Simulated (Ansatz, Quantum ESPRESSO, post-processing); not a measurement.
# The work function of Re(0001), 4 layers, one monolayer of Se on hcp sites, level by level, part 2 of 2

Aim: the work function of each face of Re(0001), 4 layers, one monolayer of Se on hcp sites, and how it moves with functional, pseudopotentials and boundary condition.

Quantum ESPRESSO 7.5; plane-wave DFT, PBE, GBRV ultrasoft pseudopotentials; geometry and cross-check by Ansatz 0.2.0 with PAW datasets.

So far. Step 9 (Self-consistent run: LDA, PseudoDojo norm-conserving): The upper face goes from 3.423 eV (PBE, GBRV) to 3.754 eV, a change of +0.332 eV. Step 10 (SCF with pw.x: LDA, GBRV ultrasoft): The upper face goes from 3.423 eV (PBE, GBRV) to 3.732 eV, a change of +0.310 eV.

### 11. Ground state: no dipole correction

What happens without any correction? The same slab is run as a plain periodic cell.

Level of this step: plane-wave DFT, PBE, GBRV ultrasoft pseudopotentials (Quantum ESPRESSO 7.5).

The input, nodip.in:

```
&control
  prefix = 'nodip'
  outdir = './out'
  pseudo_dir = './pseudo'
  calculation = 'scf'
  tprnfor = .true.
/
&system
  ibrav = 0
  nat = 5
  ntyp = 2
  ecutwfc = 40
  ecutrho = 200
  occupations = 'smearing'
  smearing = 'mv'
  degauss = 0.02
/
&electrons
  conv_thr = 1e-07
  mixing_beta = 0.4
  electron_maxstep = 120
  mixing_mode = 'local-TF'
/
ATOMIC_SPECIES
  Re  186.2070  re_pbe_v1.2.uspp.F.UPF
  Se  78.9710  se_pbe_v1.uspp.F.UPF
CELL_PARAMETERS angstrom
  2.75999999997399 0.00000000000000 0.00000000000000
  1.37999999998699 2.39023011442253 0.00000000000000
  0.00000000000000 0.00000000000000 25.68610000000000
ATOMIC_POSITIONS crystal
  Re  0.666666666667 0.666666666667 0.323131966300
  Re  -0.000000000000 -0.000000000000 0.409898739000
  Re  0.666666666667 0.666666666667 0.498551406916
  Re  -0.000000000000 -0.000000000000 0.584480849141
  Se  0.666666666667 0.666666666667 0.660777300366
K_POINTS automatic
  12 12 1 0 0 0
```

The run is started by

```
> OMP_NUM_THREADS=1 mpirun -n 4 pw.x -nk 4 -in nodip.in > nodip.out
```

It took 79 s on 4 MPI ranks of Arm Neoverse V1, shared host; peak memory 0.87 GiB; 5.2 min of CPU time.

### 12. Potential by pp.x

The input, nodip.pot.in:

```
&inputpp
  prefix = 'nodip'
  outdir = './out'
  filplot = 'nodip.pot.dat'
  plot_num = 11
/
```

The run is started by

```
> OMP_NUM_THREADS=1 mpirun -n 4 pp.x -in nodip.pot.in > nodip.pot.out
```

The job ended after 1.1 s (4 MPI ranks; peak memory 0.16 GiB).

Electrostatic potential energy of an electron; zero at the Fermi level. The potential energy, planar mean by z:

```
z (Å)  potential energy, planar mean (eV)
  0.0                                4.35
  0.5                                4.41
  1.0                                4.47
  1.5                                4.53
  2.0                                4.60
  2.5                                4.66
  3.0                                4.72
  3.5                                4.78
  4.0                                4.84
  4.5                                4.90
  5.0                                4.95
  5.5                                4.96
  6.0                                4.83
  6.5                                4.27
  7.0                                2.17
  7.5                               -5.26
  8.0                               -14.1
  8.5                               -14.4
  9.0                               -8.12
  9.5                               -2.47
 10.0                               -11.9
 10.5                               -14.6
 11.0                               -12.7
 11.5                               -2.77
 12.0                               -5.58
 12.5                               -14.3
 13.0                               -14.7
 13.5                               -8.55
 14.0                               -3.03
 14.5                               -12.5
 15.0                               -15.1
 15.5                               -13.7
 16.0                               -5.57
 16.5                               -14.8
 17.0                               -26.3
 17.5                               -11.8
 18.0                             0.00959
 18.5                                2.74
 19.0                                3.36
 19.5                                3.54
 20.0                                3.63
 20.5                                3.70
 21.0                                3.76
 21.5                                3.83
 22.0                                3.89
 22.5                                3.95
 23.0                                4.01
 23.5                                4.08
 24.0                                4.14
 24.5                                4.20
 25.0                                4.26
 25.5                                4.32
```

The vacuum now slopes by 125 meV/Å: the images' field stands in it, and it also polarises the slab.

### 13. All levels side by side

All levels:

```
                                                                 level  upper face (eV)  lower face (eV)  dipole (e Å)  CPU time (s)
                                                 QE PBE GBRV, sawtooth            3.422            5.144       0.06279          1154
                                                  QE PBE GBRV, ESM bc1            3.423            5.145             -         662.1
                                       QE RPBE GBRV ultrasoft, ESM bc1            3.289            5.016             -         718.7
                            QE LDA PseudoDojo norm-conserving, ESM bc1            3.754            5.453             -          1485
                                        QE LDA GBRV ultrasoft, ESM bc1            3.732             5.46             -         513.1
QE PBE GBRV, periodic uncorrected (sloping vacuum, so no single level)            3.978            4.667             -         314.4
               Ansatz PBE PAW, sawtooth (time of the whole relaxation)            3.435            5.099       0.06065          80.5
```

The times are CPU seconds on a shared host; the codes use unlike cutoffs, datasets and smearings, so their times compare unlike work.

### 14. Ground state, with smearing = gaussian and degauss = 0.005

How much does a setting matter? One run is repeated with a change.

The input, esm.w0.in:

```
&control
  prefix = 'esm.w0'
  outdir = './out'
  pseudo_dir = './pseudo'
  calculation = 'scf'
  tprnfor = .true.
/
&system
  ibrav = 0
  nat = 5
  ntyp = 2
  ecutwfc = 40
  ecutrho = 200
  occupations = 'smearing'
  smearing = 'gaussian'
  degauss = 0.005
  assume_isolated = 'esm'
  esm_bc = 'bc1'
/
&electrons
  conv_thr = 1e-07
  mixing_beta = 0.4
  electron_maxstep = 120
  mixing_mode = 'local-TF'
/
ATOMIC_SPECIES
  Re  186.2070  re_pbe_v1.2.uspp.F.UPF
  Se  78.9710  se_pbe_v1.uspp.F.UPF
CELL_PARAMETERS angstrom
  2.75999999997399 0.00000000000000 0.00000000000000
  1.37999999998699 2.39023011442253 0.00000000000000
  0.00000000000000 0.00000000000000 25.68610000000000
ATOMIC_POSITIONS crystal
  Re  0.666666666667 0.666666666667 -0.168822667033
  Re  -0.000000000000 -0.000000000000 -0.082055894333
  Re  0.666666666667 0.666666666667 0.006596773583
  Re  -0.000000000000 -0.000000000000 0.092526215807
  Se  0.666666666667 0.666666666667 0.168822667033
K_POINTS automatic
  12 12 1 0 0 0
```

The run is started by

```
> OMP_NUM_THREADS=1 mpirun -n 4 pw.x -nk 4 -in esm.w0.in > esm.w0.out
```

Elapsed: 2.4 min, on 4 MPI ranks; peak memory 0.87 GiB.

Beside the run it was changed from:

```
                                                           quantity   this run  unchanged run  difference
vacuum line at the upper end of the cell, over the Fermi level (eV)      3.409          3.423      -0.014
vacuum line at the lower end of the cell, over the Fermi level (eV)      5.103          5.145      -0.042
                                                   free energy (eV)  -10967.51      -10967.50     -0.0087
                                                      wall time (s)        143            166            
                                                     SCF iterations         42             47
```

The free energy moves by -1.7 meV an atom.

The free energy holds the smearing's entropy term, so it moves with degauss by construction.

Levels move by up to 42 meV, a modest change.

### 15. Ground state, with electron_maxstep = 8

One more run, with a changed input.

The input, esm.bad.in:

```
&control
  prefix = 'esm.bad'
  outdir = './out'
  pseudo_dir = './pseudo'
  calculation = 'scf'
  tprnfor = .true.
/
&system
  ibrav = 0
  nat = 5
  ntyp = 2
  ecutwfc = 40
  ecutrho = 200
  occupations = 'smearing'
  smearing = 'mv'
  degauss = 0.02
  assume_isolated = 'esm'
  esm_bc = 'bc1'
/
&electrons
  conv_thr = 1e-07
  mixing_beta = 0.4
  electron_maxstep = 8
  mixing_mode = 'local-TF'
/
ATOMIC_SPECIES
  Re  186.2070  re_pbe_v1.2.uspp.F.UPF
  Se  78.9710  se_pbe_v1.uspp.F.UPF
CELL_PARAMETERS angstrom
  2.75999999997399 0.00000000000000 0.00000000000000
  1.37999999998699 2.39023011442253 0.00000000000000
  0.00000000000000 0.00000000000000 25.68610000000000
ATOMIC_POSITIONS crystal
  Re  0.666666666667 0.666666666667 -0.168822667033
  Re  -0.000000000000 -0.000000000000 -0.082055894333
  Re  0.666666666667 0.666666666667 0.006596773583
  Re  -0.000000000000 -0.000000000000 0.092526215807
  Se  0.666666666667 0.666666666667 0.168822667033
K_POINTS automatic
  12 12 1 0 0 0
```

The run is started by

```
> OMP_NUM_THREADS=1 mpirun -n 4 pw.x -nk 4 -in esm.bad.in > esm.bad.out
```

It took 31 s on 4 MPI ranks; peak memory 0.43 GiB.

The run ended without convergence. The estimated SCF accuracy went from 457 Ry in the first cycle kept to 0.248 Ry at best and 0.248 Ry in the last. The change made on purpose: too few SCF iterations.

More iterations help only where the error still falls; otherwise the mixing, the start or the set-up has to change.

### 16. By hand

In the first self-consistent run, on its own zero, the Fermi level is 7.367 eV and the upper vacuum level 10.789 eV: φ = 10.789 − (7.367) = 3.422 eV.

The dipole of 0.3016 D is 0.0628 e Å (1 D = 0.20819 e Å). A dipole layer steps the potential by e p/(ε₀A), with e/ε₀ = 180.95 V Å: 180.95 × 0.0628 / 6.597 = 1.722 eV, against 1.722 eV between the two work functions.

### 17. Summary of results

| Item | Value |
| --- | --- |
| work function of the covered face, PBE, GBRV | 3.42 eV |
| work function of the bare face, PBE, GBRV | 5.14 eV |
| covered face by ESM | 3.42 eV |
| dipole along the normal | 0.0628 e·Å |
| covered face by Ansatz | 3.44 eV |

In words: At the first level (PBE, GBRV ultrasoft) the work function comes to 3.42 eV on the upper face and 5.14 eV on the lower. The Se layer ends 1.96 Å above the top metal plane and lowers the work function by 1.72 eV against the bare face. This is the step −180.95 p/A = -1.72 eV of the slab's dipole p = 0.06279 e Å, which the dipole correction builds in. The bare face is held at bulk positions, so it is no relaxed clean surface. ESM differs from the periodic treatment by +1 meV on the upper face and +1 meV on the lower. Over the levels tried, the uncorrected run apart, the upper face spans 3.29 eV (QE RPBE GBRV ultrasoft, ESM bc1) to 3.75 eV (QE LDA PseudoDojo norm-conserving, ESM bc1). Without a correction the vacuum potential slopes by 125 meV/Å, so no single vacuum level can be read. Quantum ESPRESSO and Ansatz give 3.42 and 3.44 eV for the upper face, which agree. Ansatz ran with Fermi-Dirac smearing of 0.1 eV against cold smearing of 0.02 Ry, which alone can move a level by some tens of meV. With 12×12 points and so few layers the values hold to some 0.05 to 0.1 eV. The slab is cut at a tabulated measured bulk lattice constant, given to two decimals. A full 1×1 monolayer may not be the stable structure at this coverage. Spin-orbit coupling is left out; depending on the atoms that carry the levels of interest, it can split and shift them by tenths of an eV to an eV or more.

[Logs are printed without paths, hosts, clocks, repeated set-up lines and the standing remarks that a program may print on its own settings, such as how far it seeks lower states.]

[Hosts, paths, dates, database ids (printed as entryN), source tags and the programs' standing remarks are cut or masked in the printed files.]

[Maps of the electrostatic potential energy from Ansatz leave out the sawtooth potential of an applied field or a dipole correction, so their vacuum need not be flat; planar profiles and work functions include it.]
